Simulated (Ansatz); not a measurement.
## CdInCl3 (model cell, started as cubic perovskite with Cd in the octahedra): a soft mode frozen in

Wanted: the energy along a soft mode of CdInCl3 (model cell, started as cubic perovskite with Cd in the octahedra) and the structure at the end.

Program: Ansatz 0.2.0. Level of theory: DFT PBEsol, scalar-relativistic, plane waves, PAW; PAW set soft_1. Results are calculated unless marked as measured.

The structure was built from a prototype and need not be the compound's stable phase.

## Step 1: Set-up

The structure is cubic, space group Pm-3m (No. 221). Conventional cell: a = 5.124 Å, b = 5.124 Å, c = 5.124 Å, α = 90.00°, β = 90.00°, γ = 90.00°. Nearest to In lie 12 Cl at 3.62 Å. Cd has 6 Cl at 2.56 Å nearest. Cl has 2 Cd at 2.56 Å nearest. Farther neighbours and most contacts between anions are not listed.

Structure file:

```cif
data_structure
_symmetry_space_group_name_H-M 'P 1'
_symmetry_Int_Tables_number 1
_cell_length_a 5.1238
_cell_length_b 5.1238
_cell_length_c 5.1238
_cell_angle_alpha 90.000
_cell_angle_beta 90.000
_cell_angle_gamma 90.000
_cell_volume 134.52
loop_
_atom_site_label
_atom_site_type_symbol
_atom_site_fract_x
_atom_site_fract_y
_atom_site_fract_z
_atom_site_occupancy
In1 In 0.00000 0.00000 0.00000 1
Cd2 Cd 0.50000 0.50000 0.50000 1
Cl3 Cl 0.50000 0.50000 0.00000 1
Cl4 Cl 0.50000 0.00000 0.50000 1
Cl5 Cl 0.00000 0.50000 0.50000 1
```

## Step 2: Response at finite wavevector

The cell comes from relaxations at this level that are not shown. Stability and thermal properties need the whole zone. Linear response on a 2×2×2 q mesh gives force constants as far as a supercell of that size would, and the tensors from the zone-centre run are typed in so that the long-range dipole term is interpolated apart.

input.yaml

```yaml
crystal:
  lattice:
    - [5.1238010624, 0.0, 0.0]
    - [0.0, 5.1238010624, 0.0]
    - [0.0, 0.0, 5.1238010624]
  atoms:
    - { symbol: In, position: [0.0, 0.0, 0.0] }
    - { symbol: Cd, position: [0.5, 0.5, 0.5] }
    - { symbol: Cl, position: [0.5, 0.5, 0.0] }
    - { symbol: Cl, position: [0.5, 0.0, 0.5] }
    - { symbol: Cl, position: [0.0, 0.5, 0.5] }
kpoints:
  mp_grid: { grid: [6, 6, 6] }
hamiltonian:
  xc: pbesol
  pseudopotentials: { kind: paw, azcp: { folder: soft_1 }, xc_functional: pbe }
scf:
  occupations: { method: fixed }
output:
  eigenvalues: true
phonons:
  method: dfpt
  qmesh: [2, 2, 2]
  temperatures: { t_max: 1000, t_step: 50 }
  qpath:
    path:
      - [[0.0, 0.0, 0.0], [0.0, 0.5, 0.0], [0.5, 0.5, 0.0], [0.0, 0.0, 0.0], [0.5, 0.5, 0.5], [0.0, 0.5, 0.0]]
      - [[0.5, 0.5, 0.5], [0.5, 0.5, 0.0]]
    npoints: 10
  non_analytic_term:
    high_frequency_dielectric_tensor: [[4.407, 0.0, 0.0], [0.0, 4.407, 0.0], [0.0, 0.0, 4.407]]
    born_effective_charges:
      - { species: In, tensor: [[1.9655, 0.0, 0.0], [0.0, 1.9655, 0.0], [0.0, 0.0, 1.9655]] }
      - { species: Cd, tensor: [[2.6902, 0.0, 0.0], [0.0, 2.6902, 0.0], [0.0, 0.0, 2.6902]] }
      - { species: Cl, tensor: [[-1.2486, 0.0, 0.0], [0.0, -1.2486, 0.0], [0.0, 0.0, -2.1585]] }
      - { species: Cl, tensor: [[-1.2486, 0.0, 0.0], [0.0, -2.1585, 0.0], [0.0, 0.0, -1.2486]] }
      - { species: Cl, tensor: [[-2.1585, 0.0, 0.0], [0.0, -1.2486, 0.0], [0.0, 0.0, -1.2486]] }
    source: "zone-centre run at this cell"
```

Run with:

```sh
> ansatz run input.yaml --threads 4 --pin off --max-ram 16384MiB --backend cpu --events-out ev --progress --plain --runs-dir out
```

Numbers of over 12 decimals in the logs are rounded to 6 here.

What it wrote:

```text
Engine: ansatz 0.2.0, aarch64-unknown-linux-gnu
Pseudopotentials: kind: paw
Pseudopotential: In, paw, valence charge 13, recommended cutoff 420 eV (normal), soft_1/In.paw.azcp
Pseudopotential: Cd, paw, valence charge 20, recommended cutoff 420 eV (normal), soft_1/Cd.paw.azcp
Pseudopotential: Cl, paw, valence charge 7, recommended cutoff 420 eV (normal), soft_1/Cl.paw.azcp
Functional definition: PBEsol
  exchange = pbesol_x
  correlation = pbesol_c
Crystal: 5 atoms, lattice volume = 134.517 Å³
Basis set: ecut = 420 eV, 2601 PW (Γ), exchange–correlation on 72×72×72 points (8 copies of the dense FFT grid, shifted against one another)
Bands: 33, of which v1, the nominal top of the filled ones, is band 27 counted from 1 (26 counted from 0)
Symmetry: 48 space group operations
k-points: 20 of 216
Non-local potential: In, projectors of the file, l = 0: 2, l = 1: 2, l = 2: 2, l = 3: 1
Non-local potential: Cd, projectors of the file, l = 0: 3, l = 1: 2, l = 2: 2, l = 3: 1
Non-local potential: Cl, projectors of the file, l = 0: 2, l = 1: 2, l = 2: 1
PAW form: soft (Blöchl's): semilocal exchange-correlation on the pseudo side does not see the compensation charge
PAW frozen core: In, regenerated for the run's functional, and the local potential with it (the file was generated under x = pbe(κ = 0.804, μ = 0.219515), c = pbe(β = 0.066725))
PAW frozen core: Cd, regenerated for the run's functional, and the local potential with it (the file was generated under x = pbe(κ = 0.804, μ = 0.219515), c = pbe(β = 0.066725))
PAW frozen core: Cl, regenerated for the run's functional, and the local potential with it (the file was generated under x = pbe(κ = 0.804, μ = 0.219515), c = pbe(β = 0.066725))
PAW one-centre angular grid: In, 590 points (default); XC on 64 Gauss nodes
PAW one-centre angular grid: Cd, 590 points (default); XC on 64 Gauss nodes
PAW one-centre angular grid: Cl, 110 points (default); XC on 64 Gauss nodes
Initial density: superposition of atomic densities (chi_scale 0.1, normalization cell, long waves kept (reshape's long-wave potential 0.01 eV rms))
Initial wavefunctions: pseudopotential atomic-orbital guess
Functional: x = pbesol(κ = 0.804, μ = 0.123457), c = pbesol(β = 0.046)
SCF iter   1: F=—  HF=-16897.999296 eV  |F-HF|=—  |Δ(HF+E_count)|=         —  Δρ=5.12e-2  dr2=3.92e0  ethr=3.10e-3  ⟨swp⟩=4.8  Hψ=2312  notcnv=0  defer=63
preconditioner: auto → Resta (q_TF=auto, 2.343 Å⁻¹)  ε∞=3.7  [insulator: Δε(μ)=1.014 eV  Ē_g=13.207 eV  n_scr=26 (ndim 8)  ℏωp=21.7 eV  f_vac=0.015  ε∞_Penn≈3.7]
SCF iter   2: F=—  HF=-16896.565171 eV  |F-HF|=—  |Δ(HF+E_count)|=    1.43e0  Δρ=1.33e-2  dr2=2.53e-1  ethr=3.10e-3  ⟨swp⟩=3.0  Hψ=1490  notcnv=0  defer=64
SCF iter   3: F=—  HF=-16896.486443 eV  |F-HF|=—  |Δ(HF+E_count)|=   7.87e-2  Δρ=5.45e-3  dr2=3.42e-2  ethr=4.68e-4  ⟨swp⟩=3.0  Hψ=1120  notcnv=0  defer=73
SCF iter   4: F=—  HF=-16896.478995 eV  |F-HF|=—  |Δ(HF+E_count)|=   7.45e-3  Δρ=9.59e-4  dr2=1.62e-3  ethr=6.34e-5  ⟨swp⟩=3.2  Hψ=1247  notcnv=0  defer=74
SCF iter   5: F=—  HF=-16896.479109 eV  |F-HF|=—  |Δ(HF+E_count)|=   1.14e-4  Δρ=3.32e-4  dr2=1.37e-4  ethr=3.00e-6  ⟨swp⟩=2.5  Hψ=1093  notcnv=0  defer=75
SCF iter   6: F=—  HF=-16896.479202 eV  |F-HF|=—  |Δ(HF+E_count)|=   9.29e-5  Δρ=7.50e-5  dr2=9.19e-6  ethr=2.54e-7  ⟨swp⟩=2.0  Hψ=985  notcnv=0  defer=74
SCF iter   7: F=—  HF=-16896.479212 eV  |F-HF|=—  |Δ(HF+E_count)|=   1.04e-5  Δρ=2.35e-5  dr2=8.93e-7  ethr=1.70e-8  ⟨swp⟩=2.0  Hψ=1081  notcnv=0  defer=52
SCF iter   8: F=—  HF=-16896.479211 eV  |F-HF|=—  |Δ(HF+E_count)|=   1.06e-6  Δρ=5.37e-6  dr2=7.53e-8  ethr=1.65e-9  ⟨swp⟩=2.0  Hψ=1020  notcnv=0  defer=39
SCF iter   9: F=—  HF=-16896.479211 eV  |F-HF|=—  |Δ(HF+E_count)|=   1.23e-7  Δρ=1.03e-6  dr2=1.69e-9  ethr=1.39e-10  ⟨swp⟩=2.0  Hψ=1049  notcnv=0  defer=39
SCF iter  10: F=—  HF=-16896.479211 eV  |F-HF|=—  |Δ(HF+E_count)|=   2.07e-9  Δρ=2.86e-7  dr2=8.68e-11  ethr=3.13e-12  ⟨swp⟩=2.0  Hψ=1039  notcnv=0  defer=39
SCF iter  11: F=—  HF=-16896.479211 eV  |F-HF|=—  |Δ(HF+E_count)|=  1.27e-10  Δρ=1.51e-7  dr2=2.48e-11  ethr=1.00e-12  ⟨swp⟩=15.5  Hψ=4491  notcnv=0
SCF iter  12: F=-16896.479211 eV  HF=-16896.479211 eV  |F-HF|=0.00e0  |Δ(HF+E_count)|=  1.46e-11  Δρ=1.54e-8  dr2=1.59e-13  ethr=1.00e-12  ⟨swp⟩=6.0  Hψ=2896  notcnv=0
SCF 1 converged in 12 iterations: F = -16896.479211 eV  dr2 = 1.59e-13
  greatest PAW one-centre occupation: 1.000 electrons in one spin orbital (limit 2), on the Cd atom at site 1 (counted from 0), in its partial waves of l = 0
NSCF: frozen V_eff on 20 k-points
NSCF: frozen V_eff on 64 k-points
DFPT response loops at q = (0, 0, 0) (fractional): preconditioner auto → Resta (q_TF=auto, 2.343 Å⁻¹)  ε∞=5.8 (no band partly filled); β = 1.00, the filter's whole step (`scf.mixing.beta` (0.50) is not read by the response loops at its default; to damp them type it under 1.00, their step now; it binds the ground state too); Broyden in place of MSR1
NSCF: frozen V_eff on 128 k-points
DFPT response loops at q = (0, 0, -0.5) (fractional): mixed as the last ones told, above
NSCF: frozen V_eff on 128 k-points
DFPT response loops at q = (0, -0.5, -0.5) (fractional): mixed as the last ones told, above
NSCF: frozen V_eff on 128 k-points
DFPT response loops at q = (-0.5, -0.5, -0.5) (fractional): mixed as the last ones told, above
SCF converged after 12 iterations
Free energy (F): -16896.479211 eV
Harris-Foulkes:  -16896.479211 eV  (|F-HF|=0.00e0)
Internal energy: -16896.479211 eV  (E = F + TS)
E sigma→0 (E₀):  -16896.479211 eV
Fermi energy:    3.915982 eV
--- Per-component energies (eV) ---
  E_band       = -666.048599
  E_kinetic    = 1109.343946
  E_local      = -6364.348256  (includes V_loc(G=0)·N_el)
  E_nonlocal   = 548.714932
  E_hartree    = 2753.442848
  E_xc         = -616.019419
  E_vxc        = -632.291173  (∫ρ·V_xc dr)
  E_paw        = -10087.037370  (= ΣΔE_a)
  E_vpaw       = -834.354566  (= ΣTr[D̂ρ^β])
  E_aug_tail   = 0.000832  (compensation charges beyond the density's cutoff)
  E_ewald      = -4241.389884
  E_core_change = 0.813161  (= ΣΔE_core)
  E_smearing   = -0.000000  (= −TS)
  E_closure    = -0.000000  (closes the sum)
  Σ components = -16896.479211   (vs F -16896.479211, Δ=0.00e0)
--- Band table (eV; the first three rows and the last of 20) ---
  k-point 0: bands = [... 23 lower, 2.8508, 2.9131, 2.9131, 2.9131, 5.7042, 9.7165, 9.7165, 9.7165, ... 2 higher]
  k-point 1: bands = [... 23 lower, 2.8115, 2.9085, 2.9085, 3.0922, 6.2750, 8.9593, 9.4883, 9.4883, ... 2 higher]
  k-point 2: bands = [... 23 lower, 2.7237, 2.9376, 2.9376, 3.5544, 7.5691, 7.9360, 9.1346, 9.1346, ... 2 higher]
  k-point 19: bands = [... 23 lower, 3.5251, 3.5251, 3.9160, 3.9160, 9.4618, 9.4618, 9.4618, 10.0811, ... 2 higher]
--- Phonons (Γ-DFPT): 4 representative perturbations + reference (Σ response iterations 12) ---
  ASR residual: 3.156e-5 → 0.000e0 eV/Å²; symmetrization residual: 1.941e-5 eV/Å²
  ASR residual per site (eV/Å²): 1.62e-5 3.16e-5 1.78e-5 1.78e-5 1.78e-5
  Γ frequencies (cm⁻¹): -56.45 -56.45 -56.45 0.00 0.00 0.00 36.14 36.14 36.14 53.22 53.22 53.22 265.25 265.25 265.25
--- Phonons (arbitrary-q DFPT): 4 irreducible q on the 2×2×2 mesh ---
  q = [0.0000, 0.0000, 0.0000] (star 1, of the zone-centre solve; hermiticity 5.05e-6, symmetrization 6.38e-12): -56.45 -56.45 -56.45 -0.00 0.00 0.00 36.14 36.14 36.14 53.22 53.22 53.22 265.25 265.25 265.25
  q = [0.0000, 0.0000, -0.5000] (star 3, 9 solved perturbations in 504 linear systems a pass and spin channel, the states on 64 of 216 k-point pairs; hermiticity 2.74e-6, symmetrization 1.76e-7): -41.23 -41.23 22.40 22.40 42.61 43.25 51.03 51.03 53.23 53.23 94.69 139.68 265.23 265.54 265.54
  q = [0.0000, -0.5000, -0.5000] (star 3, 9 solved perturbations in 504 linear systems a pass and spin channel, the states on 64 of 216 k-point pairs; hermiticity 5.72e-6, symmetrization 1.88e-9): -71.70 -46.82 -46.82 -27.96 52.08 52.08 54.39 65.86 65.86 111.01 137.72 137.72 168.99 265.82 293.80
  q = [-0.5000, -0.5000, -0.5000] (star 1, 4 solved perturbations in 184 linear systems a pass and spin channel, the states on 64 of 216 k-point pairs; hermiticity 2.02e-6, symmetrization 7.99e-9): -71.40 -71.40 -71.40 -42.89 -42.89 -42.89 93.21 93.21 93.21 139.11 139.11 139.11 168.30 168.30 312.87
  sum rule: each row above includes the acoustic sum rule's correction from the zone centre's row sums; it moved no ω² by more than (0.37 cm⁻¹)²
  mesh force constants: q→R imaginary residual 4.87e-18; ASR residual 3.156e-5 → 0.000e0 eV/Å²; symmetrization residual 1.066e-14 eV/Å²
  interpolated dispersion: 63 rows × 15 modes
  density of states and harmonic sums: on the 12×12×12 q-mesh, interpolated from the force constants of a 2×2×2 supercell (with the dipole–dipole term of supplied tensors)
  largest difference from the sums on the solved wave vectors: F 1.25e-1 eV, S 1.66e-4 and C_V 4.83e-5 eV/K
  zero-point energy: 0.083060 eV/cell   skipped modes (ω ≤ 0): 350, of them read as no rigid motion or as one in doubt: 347 (4.233e0 modes/cell left out, lowest -71.70 cm⁻¹)   left out of the sums: 2.82e-1 of the cell's modes: C_V's classical limit lies that fraction below 3 k_B per atom; for a crystal, a wire or a layer, F and S can be off by more, and a phonons.interpolated_qmesh denser along its periods is the remedy for the sampling
```

The job ended after 2.2 min (4 threads of Arm Neoverse V2, shared host; peak memory 1.1 GiB).

In the SCF lines HF is the Harris–Foulkes energy and dr2 the Hartree energy of the density residual, in eV; the loop may stop once dr2 is under the threshold and the program's other checks hold. Hψ counts applications of the Hamiltonian.

This step gave:

| Property | Result |
| --- | --- |
| gap on the k-mesh | 1.788 eV |
| volume per atom | 26.90 Å³ |
| sum-rule residual before enforcement | 3.16e-5 eV/Å² |
| lowest frequency on the path | -71.70 cm⁻¹ |
| point group | m-3m |
| highest frequency on the path or at a solved wavevector | 312.9 cm⁻¹ |
| highest optical mode at the zone centre (no LO-TO term) | 265.2 cm⁻¹ |
| lowest optical zone-centre mode | -56.45 cm⁻¹ |
| lowest mode on the q mesh (acoustic modes at Γ apart) | -71.7 cm⁻¹ |

Frequencies (cm⁻¹) solved at each irreducible wavevector; negative means imaginary. Frequencies by wavevector, by row:

| q in reciprocal lattice units | star | mode 1 | mode 2 | mode 3 | mode 4 | mode 13 | mode 14 | mode 15 |
| --- | --- | --- | --- | --- | --- | --- | --- | --- |
| 0 0 0 | 1 | -56.5 | -56.5 | -56.5 | 0 | 265.2 | 265.2 | 265.2 |
| 0 0 -0.5 | 3 | -41.2 | -41.2 | 22.4 | 22.4 | 265.2 | 265.5 | 265.5 |
| 0 -0.5 -0.5 | 3 | -71.7 | -46.8 | -46.8 | -28 | 169 | 265.8 | 293.8 |
| -0.5 -0.5 -0.5 | 1 | -71.4 | -71.4 | -71.4 | -42.9 | 168.3 | 168.3 | 312.9 |

Interpolated from a 2×2×2 q mesh, with the LO-TO term (at Γ the limit along the path; where Γ stands inside the path, tables give the limit on arrival). Phonon branches along the path, in cm⁻¹:

| point | branch 1 | branch 2 | branch 3 | branch 4 | branch 12 | branch 13 | branch 14 | branch 15 |
| --- | --- | --- | --- | --- | --- | --- | --- | --- |
| Γ | -56 | -56 | 0 | 0 | 106 | 265 | 265 | 290 |
| halfway | -50 | -50 | 19 | 19 | 113 | 265 | 265 | 280 |
| X | -41 | -41 | 22 | 22 | 140 | 265 | 266 | 266 |
| halfway | -59 | -36 | -35 | -34 | 139 | 210 | 266 | 292 |
| M | -72 | -47 | -47 | -28 | 138 | 169 | 266 | 294 |
| halfway | -57 | -43 | -27 | -19 | 116 | 232 | 266 | 294 |
| Γ | -56 | -56 | 0 | 0 | 106 | 265 | 265 | 290 |
| halfway | -53 | -53 | -40 | -22 | 116 | 230 | 230 | 307 |
| R | -71 | -71 | -71 | -43 | 139 | 168 | 168 | 313 |
| halfway | -57 | -56 | -40 | -37 | 139 | 201 | 230 | 308 |
| X | -41 | -41 | 22 | 22 | 140 | 265 | 266 | 266 |
| jump to R | -71 | -71 | -71 | -43 | 139 | 168 | 168 | 313 |
| halfway | -72 | -55 | -55 | -35 | 138 | 169 | 217 | 310 |
| M | -72 | -47 | -47 | -28 | 138 | 169 | 266 | 294 |

Symmetry leaves 4 wavevectors to solve. The lowest mode among them, the acoustic zeros apart, lies at q = (0, -0.5, -0.5) and is imaginary, 71.7i cm⁻¹, so the energy falls along it.

## Step 3: The mode frozen in, largest atomic shift 0 Å

The mode followed lies at q = (-0.5, -0.5, -0.5) with frequency 71.4i cm⁻¹ and is 3-fold degenerate, one of the unstable modes though not the softest. At small amplitude the distorted cell has space group no. 140 by a symmetry search on the positions. The undistorted cell that holds it gives the zero of energy on the same k mesh.

System of this step: CdInCl3 (model cell, started as cubic perovskite with Cd in the octahedra). The structure is cubic, space group Pm-3m (No. 221). Conventional cell: a = 5.124 Å, b = 5.124 Å, c = 5.124 Å, α = 90.00°, β = 90.00°, γ = 90.00°. In has 12 Cl at 3.62 Å nearest. Nearest to Cd lie 6 Cl at 2.56 Å. Nearest to Cl lie 2 Cd at 2.56 Å. Farther neighbours and most contacts between anions are not listed.

input.yaml

```yaml
crystal:
  lattice:
    - [5.1238010624, 5.1238010624, 0.0]
    - [5.1238010624, 0.0, 5.1238010624]
    - [5.1238010624, 0.0, -5.1238010624]
  atoms:
    - { symbol: In, position: [0.0, 0.0, 0.0] }
    - { symbol: In, position: [0.0, 0.5, 0.5] }
    - { symbol: Cd, position: [0.5, 0.25, 0.75] }
    - { symbol: Cd, position: [0.5, 0.75, 0.25] }
    - { symbol: Cl, position: [0.5, 0.5, 0.5] }
    - { symbol: Cl, position: [0.5, 0.0, 0.0] }
    - { symbol: Cl, position: [0.0, 0.0, 0.5] }
    - { symbol: Cl, position: [0.0, 0.5, 0.0] }
    - { symbol: Cl, position: [0.5, 0.5, 0.0] }
    - { symbol: Cl, position: [0.5, 0.0, 0.5] }
kpoints:
  mp_grid: { grid: [6, 6, 6] }
hamiltonian:
  xc: pbesol
  pseudopotentials: { kind: paw, azcp: { folder: soft_1 }, xc_functional: pbe }
scf:
  occupations: { method: gaussian, width: 0.02 }
output:
  forces: true
  stress: true
  eigenvalues: true
```

What it wrote:

```text
[...]
Crystal: 10 atoms, lattice volume = 269.034 Å³
Basis set: ecut = 420 eV, 5209 PW (Γ), exchange–correlation on 100×100×100 points (8 copies of the dense FFT grid, shifted against one another)
Bands: 65, of which v1, the nominal top of the filled ones, is band 54 counted from 1 (53 counted from 0)
Symmetry: 96 space group operations
[...]
k-points: 16 of 216
[...]
k-point 0: bands = [... 50 lower, 3.5251, 3.5251, 3.9160, 3.9160, 5.7042, 9.4618, 9.4618, 9.4618, ... 4 higher]
  k-point 1: bands = [... 50 lower, 3.4060, 3.4742, 3.7324, 3.7324, 6.1210, 8.9739, 9.1840, 9.3429, ... 4 higher]
  k-point 2: bands = [... 50 lower, 3.3401, 3.3708, 3.4885, 3.4885, 7.0454, 8.2354, 8.3193, 9.1680, ... 4 higher]
  k-point 15: bands = [... 50 lower, 3.3783, 3.5853, 3.7018, 3.7988, 7.7078, 8.2503, 8.4537, 8.6275, ... 4 higher]
[key lines of the parts left out:]
SCF converged after 9 iterations
Free energy (F): -33792.958438 eV
Fermi energy:    4.810174 eV
P = ⅓ Tr σ = -0.0029 GPa (-0.029 kbar)
```

The job ended after 3.7 s (4 threads; peak memory 0.79 GiB; 14 s of CPU time).

This step gave:

```
pressure                         : -0.002865 GPa
energy from the undistorted cell : 0 meV/atom
```

At this level the gap is 1.79 eV on the k-mesh of the self-consistent run, which can miss the band edges.

## Step 4: The mode frozen in, largest atomic shift 0.6 Å

The atoms are moved along the unstable eigenvector, the largest shift by 0.6 Å, with the cell fixed.

input.yaml, the sections that differ from step 3:

```yaml
crystal:
  lattice:
    - [5.1238010624, 5.1238010624, 0.0]
    - [5.1238010624, 0.0, 5.1238010624]
    - [5.1238010624, 0.0, -5.1238010624]
  atoms:
    - { symbol: In, position: [0.0, 0.0, 0.0] }
    - { symbol: In, position: [0.0, 0.5, 0.5] }
    - { symbol: Cd, position: [0.5, 0.25, 0.75] }
    - { symbol: Cd, position: [0.5, 0.75, 0.25] }
    - { symbol: Cl, position: [0.5, 0.5585502826, 0.5585502826] }
    - { symbol: Cl, position: [0.5, -0.0585502826, -0.0585502826] }
    - { symbol: Cl, position: [0.0, 0.0, 0.5] }
    - { symbol: Cl, position: [0.0, 0.5, 0.0] }
    - { symbol: Cl, position: [0.5, 0.4414497174, 0.0585502826] }
    - { symbol: Cl, position: [0.5, 0.0585502826, 0.4414497174] }
# kpoints, hamiltonian, scf, output: as in step 3
```

What it wrote:

```text
[...]
Crystal: 10 atoms, lattice volume = 269.034 Å³
Basis set: ecut = 420 eV, 5209 PW (Γ), exchange–correlation on 100×100×100 points (8 copies of the dense FFT grid, shifted against one another)
Bands: 65, of which v1, the nominal top of the filled ones, is band 54 counted from 1 (53 counted from 0)
Symmetry: 16 space group operations
[...]
k-points: 30 of 216
[...]
k-point 0: bands = [... 50 lower, 3.3407, 3.4991, 3.7174, 3.8076, 5.9087, 9.5280, 9.5280, 9.5745, ... 4 higher]
  k-point 1: bands = [... 50 lower, 3.3817, 3.5485, 3.6108, 3.8395, 6.1803, 9.1138, 9.1757, 9.3830, ... 4 higher]
  k-point 2: bands = [... 50 lower, 3.2082, 3.3052, 3.9366, 3.9518, 6.8949, 8.4310, 8.4760, 8.9597, ... 4 higher]
  k-point 29: bands = [... 50 lower, 3.0039, 3.4979, 3.7910, 4.3219, 8.1371, 8.6274, 8.6274, 8.6927, ... 4 higher]
[key lines of the parts left out:]
SCF converged after 8 iterations
Free energy (F): -33793.185660 eV
Fermi energy:    5.115292 eV
P = ⅓ Tr σ = -0.6803 GPa (-6.803 kbar)
```

It took 6.3 s on 4 threads; peak memory 0.9 GiB; 24 s of CPU time.

This step gave:

| Quantity | Value |
| --- | --- |
| pressure | -0.6803 GPa |
| gap on the k-mesh | 1.587 eV |
| energy from the undistorted cell | -22.72 meV/atom |

The energy, extrapolated to zero smearing, is -22.72 meV/atom against the undistorted cell.

The run ends at a pressure of -0.68 GPa, with forces up to 0.0075 eV/Å.

[end of part 1 of 3]

[Logs are printed without paths, hosts, clocks, repeated set-up lines and the standing remarks that a program may print on its own settings, such as how far it seeks lower states.]

[Hosts, paths, dates, database ids (printed as entryN), source tags and the programs' standing remarks are cut or masked in the printed files.]
